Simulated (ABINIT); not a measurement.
# A GW run on Li2SnF6 (P-31m) in ABINIT, with inputs changed

What do changed inputs do to GW on Li2SnF6 (P-31m)?

Calculated with ABINIT 10.8.3; PBEsol and many-body steps on it, plane waves.

## (1) Starting point

It takes space group P-31m (No. 162, trigonal). The conventional cell has a = 4.910 Å, b = 4.910 Å, c = 4.538 Å, α = 90.00°, β = 90.00°, γ = 120.00°. Li has 6 F at 1.99 Å nearest. Sn has 6 F at 1.99 Å nearest. F has 2 Li at 1.99 Å and 1 Sn at 1.99 Å nearest. Farther neighbours and most contacts between anions are not listed.

The cell and positions are those that the Materials Project relaxed with its own functionals (PBE, PBE+U or r2SCAN), kept fixed.

## (2) Screening, 3×3×2 mesh, 62 bands, screening to 87.1 eV

This step: ABINIT 10.8.3; RPA screening on PBEsol, plane waves, norm-conserving pseudopotentials.

The RPA dielectric matrix is built and inverted for each q.

run.abi reads:

```
acell 3*1.0 Angstrom
rprim 
  4.909513934494 -0.000000000024 0.000000000000
  -2.454756967227 4.251763787517 0.000000000000
  0.000000000000 0.000000000000 4.538039080000
ntypat 3
znucl 3 50 9
natom 9
typat 1 1 2 3 3 3 3 3 3
xred 
  0.666666666667 0.333333333333 0.500000000000
  0.333333333333 0.666666666667 0.500000000000
  0.000000000000 0.000000000000 0.000000000000
  0.329091060000 0.329091060000 0.255027190000
  0.670908940000 0.670908940000 0.744972810000
  0.670908940000 0.000000000000 0.255027190000
  0.329091060000 0.000000000000 0.744972810000
  0.000000000000 0.670908940000 0.255027190000
  0.000000000000 0.329091060000 0.744972810000
pp_dirpath "pseudos"
pseudos "Li.upf, Sn.upf, F.upf"
ecut 36
ngkpt 3 3 2
nshiftk 1
shiftk 0 0 0
kptopt 1
chksymbreak 0
istwfk *1
occopt 1
irdwfk 1
optdriver 3
nband 62
ecuteps 3.2
inclvkb 2
awtr 1
symchi 1
indata_prefix "in"
outdata_prefix "out"
tmpdata_prefix "tmp"
```

The run is started by

```console
$ OMP_NUM_THREADS=1 mpirun -n 4 abinit run.abi > log
```

The log of the run:

```text
.Version 10.8.3 of ABINIT. v10.8.2 released Aug 2026.

 Symmetries : space group P-3 1 m (#162); Bravais hP (primitive hexag.)
[... echo of the input left out ...]
== DATASET  1 ==================================================================
-   mpi_nproc: 4, omp_nthreads: 1 (-1 if OMP is not activated)

--- !DatasetInfo
iteration_state: {dtset: 1, }
dimensions: {natom: 9, nkpt: 6, mband: 62, nsppol: 1, nspinor: 1, nspden: 1, mpw: 6636, }
cutoff_energies: {ecut:  36.0, pawecutdg:  -1.0, }
electrons: {nelect:   6.20000000E+01, charge:   0.00000000E+00, occopt:   1.00000000E+00, tsmear:   1.00000000E-02, }

 SCREENING: Calculation of the susceptibility and dielectric matrices

 Based on a program developped by R.W. Godby, V. Olevano, G. Onida, and L. Reining.
 Incorporated in ABINIT by V. Olevano, G.-M. Rignanese, and M. Torrent.
.Using double precision arithmetic ; gwpc =  8

[... cell and pseudopotentials left out ...]
--------------------------------------------------------------------------------

 ==== K-mesh for the wavefunctions ====
 Number of points in the irreducible wedge :     6
[... list of points left out ...]
 Together with 12 symmetry operations and time-reversal symmetry
 yields    18 points in the full Brillouin Zone.

 ==== Q-mesh for the screening function ====
 Number of points in the irreducible wedge :     6
[... list of points left out ...]
 Together with 12 symmetry operations and time-reversal symmetry
 yields    18 points in the full Brillouin Zone.

 setmesh: FFT mesh size selected  =    27x   27x   30
          total number of points  =        21870

 vcoul_init : cutoff-mode = AUXILIARY_FUNCTION
 q-points for optical limit:   1
     1)      0.000010    0.000020    0.000030

- screening: taking advantage of time-reversal symmetry
- Maximum band index for partially occupied states nbvw = 31
- Remaining bands to be divided among processors   nbcw = 31
- Number of bands treated by each node ~7

 Number of electrons calculated from density =   62.0000; Expected =   62.0000
 average of density, n =  0.096988
 r_s =    1.3502
 omega_plasma =   30.0411 [eV]

 calculating chi0 at frequencies [eV] :
  1    0.000000E+00    0.000000E+00
  2    0.000000E+00    3.004106E+01

--------------------------------------------------------------------------------
  q-point number  1        q = ( 0.000000, 0.000000, 0.000000) [r.l.u.]
--------------------------------------------------------------------------------
[... chi0 elements left out ...]
 For q-point:  0.000010 0.000020 0.000030
  dielectric constant =   2.1666
  dielectric constant without local fields =   2.2870

  Average fulfillment of the sum rule on Im[epsilon] for q-point    1 :     20.11  [%]
[... wings left out ...]
  q-point number  2        q = ( 0.333333, 0.000000, 0.000000) [r.l.u.]
--------------------------------------------------------------------------------
[... chi0 elements left out ...]
  Average fulfillment of the sum rule on Im[epsilon] for q-point    2 :     28.63  [%]

 [... 4 further q-points ...]
```

The job ended after 32 s (4 MPI ranks of Arm Neoverse N1, shared host; peak memory 1 GiB; 2.1 min of CPU time).

This step gave:

```yaml
eps_infinity_with_local_fields_on_this_mesh_along_the_program_s_q_direction: 2.167
the_same_without_local_fields: 2.287
plasma_frequency: 30.04 eV
plane_waves_in_the_screening_matrix: 163
```

Local fields lower ε∞ by 5 %. On a Γ-centred mesh this coarse the value itself is usually too large, while a short band sum pulls it down.

## (3) Base

The self-energy is evaluated for the states that the input lists, and the levels follow from it, in one-shot runs by the linearised quasiparticle equation.

This step: G0W0 on PBEsol, plane waves, norm-conserving pseudopotentials.

run.abi: that of step 2 with these lines changed.

```diff
@@ -30,8 +30,17 @@
 irdwfk 1
-optdriver 3
+optdriver 4
 nband 62
+gwcalctyp 0
+ecutsigx 36
+symsigma 1
+nkptgw 2
+kptgw 
+  0.3333333333 0.0000000000 0.0000000000
+  0.0000000000 0.0000000000 0.0000000000
+bdgw 
+  30 33
+  29 33
 ecuteps 3.2
-inclvkb 2
-awtr 1
-symchi 1
+irdscr 1
+ppmodel 1
 indata_prefix "in"
```

The log of the run:

```text
.Version 10.8.3 of ABINIT. v10.8.2 released Aug 2026.

 Symmetries : space group P-3 1 m (#162); Bravais hP (primitive hexag.)
[... echo of the input left out ...]
== DATASET  1 ==================================================================
-   mpi_nproc: 4, omp_nthreads: 1 (-1 if OMP is not activated)

--- !DatasetInfo
iteration_state: {dtset: 1, }
dimensions: {natom: 9, nkpt: 6, mband: 62, nsppol: 1, nspinor: 1, nspden: 1, mpw: 6636, }
cutoff_energies: {ecut:  36.0, pawecutdg:  -1.0, }
electrons: {nelect:   6.20000000E+01, charge:   0.00000000E+00, occopt:   1.00000000E+00, tsmear:   1.00000000E-02, }

 SIGMA: Calculation of the GW corrections

 Based on a program developped by R.W. Godby, V. Olevano, G. Onida, and L. Reining.
 Incorporated in ABINIT by V. Olevano, G.-M. Rignanese, and M. Torrent.
.Using double precision arithmetic ; gwpc =  8

[... cell and pseudopotentials left out ...]
--------------------------------------------------------------------------------

 ==== K-mesh for the wavefunctions ====
 Number of points in the irreducible wedge :     6
[... list of points left out ...]
 Together with 12 symmetry operations and time-reversal symmetry
 yields    18 points in the full Brillouin Zone.

 ==== Q-mesh for screening function ====
 Number of points in the irreducible wedge :     6
[... list of points left out ...]
 Together with 12 symmetry operations and time-reversal symmetry
 yields    18 points in the full Brillouin Zone.

 vcoul_init : cutoff-mode = AUXILIARY_FUNCTION
 q-points for optical limit:   1
     1)      0.000010    0.000020    0.000030
 setmesh: FFT mesh size selected  =    45x   45x   48
          total number of points  =        97200

 Number of electrons calculated from density =   62.0000; Expected =   62.0000
 average of density, n =  0.096988
 r_s =    1.3502
 omega_plasma =   30.0411 [eV]

 === KS Band Gaps ===
  >>>> For spin  1
   Minimum direct gap =   5.2491 [eV], located at k-point      :   0.0000  0.0000  0.0000
   Fundamental gap    =   5.2291 [eV], Top of valence bands at :   0.3333  0.0000  0.0000
                                       Bottom of conduction at :   0.0000  0.0000  0.0000
 SIGMA fundamental parameters:
 PLASMON POLE MODEL  1
 number of plane-waves for SigmaX                 6587
 number of plane-waves for SigmaC and W            163
 number of plane-waves for wavefunctions          6587
 number of bands                                    62
 number of independent spin polarizations            1
 number of spinorial components                      1
 number of k-points in IBZ                           6
 number of q-points in IBZ                           6
 number of symmetry operations                      12
 number of k-points in BZ                           18
 number of q-points in BZ                           18
 number of frequencies for dSigma/dE                 9
 frequency step for dSigma/dE [eV]                0.25
 number of omega for Sigma on real axis              0
 max omega for Sigma on real axis  [eV]           0.00
 zcut for avoiding poles [eV]                     0.10

 EPSILON^-1 parameters (SCR file):
 dimension of the eps^-1 matrix on file            163
 dimension of the eps^-1 matrix used               163
 number of plane-waves for wavefunctions          6587
 number of bands                                    62
 number of q-points in IBZ                           6
 number of frequencies                               2
 number of real frequencies                          1
 number of imag frequencies                          1

 matrix elements of self-energy operator (all in [eV])

 Perturbative Calculation

--- !SelfEnergy_ee
iteration_state: {dtset: 1, }
kpoint     : [   0.333,    0.000,    0.000, ]
spin       : 1
KS_gap     :    6.037
QP_gap     :   10.682
Delta_QP_KS:    4.645
data: !SigmaeeData |
     Band     E0 <VxcDFT>   SigX SigC(E0)      Z dSigC/dE  Sig(E)    E-E0       E
       30  -0.842 -22.670 -30.547   5.355   0.805  -0.242 -24.701  -2.032  -2.874
       31  -0.698 -22.820 -30.754   5.408   0.805  -0.242 -24.854  -2.034  -2.732
       32   5.339 -18.184 -13.495  -1.665   0.863  -0.158 -15.573   2.610   7.949
       33   9.720 -14.006  -8.909  -2.280   0.875  -0.143 -11.541   2.465  12.184

--- !SelfEnergy_ee
iteration_state: {dtset: 1, }
kpoint     : [   0.000,    0.000,    0.000, ]
spin       : 1
KS_gap     :    5.249
QP_gap     :    9.625
Delta_QP_KS:    4.376
data: !SigmaeeData |
     Band     E0 <VxcDFT>   SigX SigC(E0)      Z dSigC/dE  Sig(E)    E-E0       E
       29  -0.854 -22.768 -30.553   5.293   0.806  -0.240 -24.777  -2.009  -2.863
       30  -0.854 -22.768 -30.553   5.293   0.806  -0.240 -24.777  -2.009  -2.863
       31  -0.718 -22.877 -30.733   5.371   0.806  -0.241 -24.879  -2.002  -2.720
       32   4.531 -16.624 -12.130  -1.768   0.871  -0.149 -14.251   2.374   6.905
       33  10.132 -12.030  -6.840  -2.480   0.884  -0.132  -9.635   2.395  12.526

== END DATASET(S) ==============================================================
================================================================================

 -outvars: echo values of variables after computation  --------
           etotal      0.0000000000E+00
            nband          62
             nkpt           6
          spgroup         162
 [... the other variables as echoed above ...]

 Calculation completed.
```

The job ended after 9.8 s (4 MPI ranks; peak memory 0.82 GiB).

This step gave:

- G0W0 gap on the points computed: 9.625 eV
- starting gap on the mesh: 5.229 eV
- k of the valence top: 0, 0, 0
- k of the conduction bottom: 0, 0, 0
- Z at the valence top: 0.806
- Z at the conduction bottom: 0.871
- least direct G0W0 gap on the computed points: 9.625 eV

The gap on the mesh goes from 5.23 eV to 9.62 eV, a correction of +4.40 eV.

## (4) Scissors in G

run.abi: that of step 3 with these lines changed.

```diff
@@ -45,2 +45,3 @@
 ppmodel 1
+mbpt_sciss 1.0 eV
 indata_prefix "in"
```

The log of the run:

```text
.Version 10.8.3 of ABINIT. v10.8.2 released Aug 2026.

 Symmetries : space group P-3 1 m (#162); Bravais hP (primitive hexag.)
[... echo of the input left out ...]
== DATASET  1 ==================================================================
-   mpi_nproc: 4, omp_nthreads: 1 (-1 if OMP is not activated)

--- !DatasetInfo
iteration_state: {dtset: 1, }
dimensions: {natom: 9, nkpt: 6, mband: 62, nsppol: 1, nspinor: 1, nspden: 1, mpw: 6636, }
cutoff_energies: {ecut:  36.0, pawecutdg:  -1.0, }
electrons: {nelect:   6.20000000E+01, charge:   0.00000000E+00, occopt:   1.00000000E+00, tsmear:   1.00000000E-02, }

 SIGMA: Calculation of the GW corrections

 Based on a program developped by R.W. Godby, V. Olevano, G. Onida, and L. Reining.
 Incorporated in ABINIT by V. Olevano, G.-M. Rignanese, and M. Torrent.
.Using double precision arithmetic ; gwpc =  8

[... cell and pseudopotentials left out ...]
--------------------------------------------------------------------------------

 ==== K-mesh for the wavefunctions ====
 Number of points in the irreducible wedge :     6
[... list of points left out ...]
 Together with 12 symmetry operations and time-reversal symmetry
 yields    18 points in the full Brillouin Zone.

 ==== Q-mesh for screening function ====
 Number of points in the irreducible wedge :     6
[... list of points left out ...]
 Together with 12 symmetry operations and time-reversal symmetry
 yields    18 points in the full Brillouin Zone.

 vcoul_init : cutoff-mode = AUXILIARY_FUNCTION
 q-points for optical limit:   1
     1)      0.000010    0.000020    0.000030
 setmesh: FFT mesh size selected  =    45x   45x   48
          total number of points  =        97200

 Number of electrons calculated from density =   62.0000; Expected =   62.0000
[...]
max omega for Sigma on real axis  [eV]           0.00
 zcut for avoiding poles [eV]                     0.10
 scissor energy [eV]                              1.00

 EPSILON^-1 parameters (SCR file):
 dimension of the eps^-1 matrix on file            163
 dimension of the eps^-1 matrix used               163
 number of plane-waves for wavefunctions          6587
 number of bands                                    62
 number of q-points in IBZ                           6
 number of frequencies                               2
 number of real frequencies                          1
 number of imag frequencies                          1

 matrix elements of self-energy operator (all in [eV])

 Perturbative Calculation

--- !SelfEnergy_ee
iteration_state: {dtset: 1, }
kpoint     : [   0.333,    0.000,    0.000, ]
spin       : 1
KS_gap     :    6.037
QP_gap     :   10.779
Delta_QP_KS:    4.742
data: !SigmaeeData |
     Band     E0 <VxcDFT>   SigX SigC(E0)      Z dSigC/dE  Sig(E)    E-E0       E
       30  -0.842 -22.670 -30.547   5.366   0.806  -0.241 -24.694  -2.024  -2.866
       31  -0.698 -22.820 -30.754   5.418   0.806  -0.241 -24.847  -2.027  -2.725
       32   5.339 -18.184 -13.495  -1.705   0.865  -0.156 -15.468   2.715   8.054
[...]
--- !SelfEnergy_ee
iteration_state: {dtset: 1, }
kpoint     : [   0.000,    0.000,    0.000, ]
spin       : 1
KS_gap     :    5.249
QP_gap     :    9.718
Delta_QP_KS:    4.469
data: !SigmaeeData |
     Band     E0 <VxcDFT>   SigX SigC(E0)      Z dSigC/dE  Sig(E)    E-E0       E
[...]
32   4.531 -16.624 -12.130  -1.803   0.872  -0.146 -14.150   2.475   7.006
       33  10.132 -12.030  -6.840  -2.492   0.884  -0.131  -9.529   2.501  12.632

== END DATASET(S) ==============================================================
================================================================================

 -outvars: echo values of variables after computation  --------
           etotal      0.0000000000E+00
            nband          62
             nkpt           6
          spgroup         162
 [... the other variables as echoed above ...]

 Calculation completed.
```

Run time: 9.8 s. Hardware: 4 MPI ranks; peak memory 0.82 GiB; 39 s of CPU time.

Numbers from this step:

```yaml
g0w0_gap_on_the_points_computed: 9.718 eV
starting_gap_on_the_mesh: 5.229 eV
k_of_the_valence_top: 0, 0, 0
k_of_the_conduction_bottom: 0, 0, 0
z_at_the_valence_top: 0.806
z_at_the_conduction_bottom: 0.872
least_direct_g0w0_gap_on_the_computed_points: 9.718 eV
```

## (5) Smaller part of the screening matrix

run.abi: that of step 4 with these lines changed.

```diff
@@ -42,6 +42,5 @@
   29 33
-ecuteps 3.2
+ecuteps 0.8
 irdscr 1
 ppmodel 1
-mbpt_sciss 1.0 eV
 indata_prefix "in"
```

The log of the run:

```text
.Version 10.8.3 of ABINIT. v10.8.2 released Aug 2026.

 Symmetries : space group P-3 1 m (#162); Bravais hP (primitive hexag.)
[... echo of the input left out ...]
== DATASET  1 ==================================================================
-   mpi_nproc: 4, omp_nthreads: 1 (-1 if OMP is not activated)

--- !DatasetInfo
iteration_state: {dtset: 1, }
dimensions: {natom: 9, nkpt: 6, mband: 62, nsppol: 1, nspinor: 1, nspden: 1, mpw: 6636, }
cutoff_energies: {ecut:  36.0, pawecutdg:  -1.0, }
electrons: {nelect:   6.20000000E+01, charge:   0.00000000E+00, occopt:   1.00000000E+00, tsmear:   1.00000000E-02, }

 SIGMA: Calculation of the GW corrections

 Based on a program developped by R.W. Godby, V. Olevano, G. Onida, and L. Reining.
 Incorporated in ABINIT by V. Olevano, G.-M. Rignanese, and M. Torrent.
.Using double precision arithmetic ; gwpc =  8

[... cell and pseudopotentials left out ...]
--------------------------------------------------------------------------------

 ==== K-mesh for the wavefunctions ====
 Number of points in the irreducible wedge :     6
[... list of points left out ...]
 Together with 12 symmetry operations and time-reversal symmetry
 yields    18 points in the full Brillouin Zone.

 ==== Q-mesh for screening function ====
 Number of points in the irreducible wedge :     6
[... list of points left out ...]
 Together with 12 symmetry operations and time-reversal symmetry
 yields    18 points in the full Brillouin Zone.

 vcoul_init : cutoff-mode = AUXILIARY_FUNCTION
 q-points for optical limit:   1
     1)      0.000010    0.000020    0.000030
 setmesh: FFT mesh size selected  =    45x   45x   48
          total number of points  =        97200

 Number of electrons calculated from density =   62.0000; Expected =   62.0000
[...]
number of omega for Sigma on real axis              0
 max omega for Sigma on real axis  [eV]           0.00
 zcut for avoiding poles [eV]                     0.10

 EPSILON^-1 parameters (SCR file):
 dimension of the eps^-1 matrix on file            163
 dimension of the eps^-1 matrix used                21
 number of plane-waves for wavefunctions          6587
 number of bands                                    62
 number of q-points in IBZ                           6
 number of frequencies                               2
 number of real frequencies                          1
 number of imag frequencies                          1

 matrix elements of self-energy operator (all in [eV])

 Perturbative Calculation

--- !SelfEnergy_ee
iteration_state: {dtset: 1, }
kpoint     : [   0.333,    0.000,    0.000, ]
spin       : 1
KS_gap     :    6.037
QP_gap     :   12.396
Delta_QP_KS:    6.359
data: !SigmaeeData |
     Band     E0 <VxcDFT>   SigX SigC(E0)      Z dSigC/dE  Sig(E)    E-E0       E
       30  -0.842 -22.670 -30.547   3.220   0.875  -0.143 -26.744  -4.074  -4.916
       31  -0.698 -22.820 -30.754   3.246   0.875  -0.143 -26.921  -4.101  -4.799
       32   5.339 -18.184 -13.495  -2.155   0.891  -0.122 -15.926   2.257   7.596
[...]
--- !SelfEnergy_ee
iteration_state: {dtset: 1, }
kpoint     : [   0.000,    0.000,    0.000, ]
spin       : 1
KS_gap     :    5.249
QP_gap     :   11.368
Delta_QP_KS:    6.119
data: !SigmaeeData |
     Band     E0 <VxcDFT>   SigX SigC(E0)      Z dSigC/dE  Sig(E)    E-E0       E
[...]
32   4.531 -16.624 -12.130  -2.175   0.894  -0.119 -14.552   2.072   6.603
       33  10.132 -12.030  -6.840  -2.584   0.894  -0.119  -9.701   2.328  12.460

== END DATASET(S) ==============================================================
================================================================================

 -outvars: echo values of variables after computation  --------
           etotal      0.0000000000E+00
            nband          62
             nkpt           6
          spgroup         162
 [... the other variables as echoed above ...]

 Calculation completed.
```

Run time: 7.1 s. Hardware: 4 MPI ranks; peak memory 0.79 GiB; 28 s of CPU time.

Numbers from this step:

- G0W0 gap on the points computed: 11.37 eV
- starting gap on the mesh: 5.229 eV
- k of the valence top: 0, 0, 0
- k of the conduction bottom: 0, 0, 0
- Z at the valence top: 0.875
- Z at the conduction bottom: 0.894
- least direct G0W0 gap on the computed points: 11.37 eV

[end of part 1 of 2]

[Paths, hosts, dates, memory and timing lines, banners, echoed tables and standing remarks are left out of the program output.]

[Logs are printed without paths, hosts, clocks, repeated set-up lines and the standing remarks that a program may print on its own settings, such as how far it seeks lower states.]

[Runs of the session that timed out or met a known fault of the program may be left out.]

[No measured gap is set beside runs whose start may be inverted or whose files or cutoffs have a known fault.]

[Hosts, paths, dates, database ids (printed as entryN), source tags and the programs' standing remarks are cut or masked in the printed files.]

[G0W0 gaps are taken among the corrected bands and points alone; a level outside them can change the order at an edge.]

[Where Ansatz stands beside ABINIT at settings called matched, ABINIT's density can come from a denser mesh and the files from another edition; pairs whose starting gaps differed by over 0.03 eV were left out, so agreement reads better than it is.]
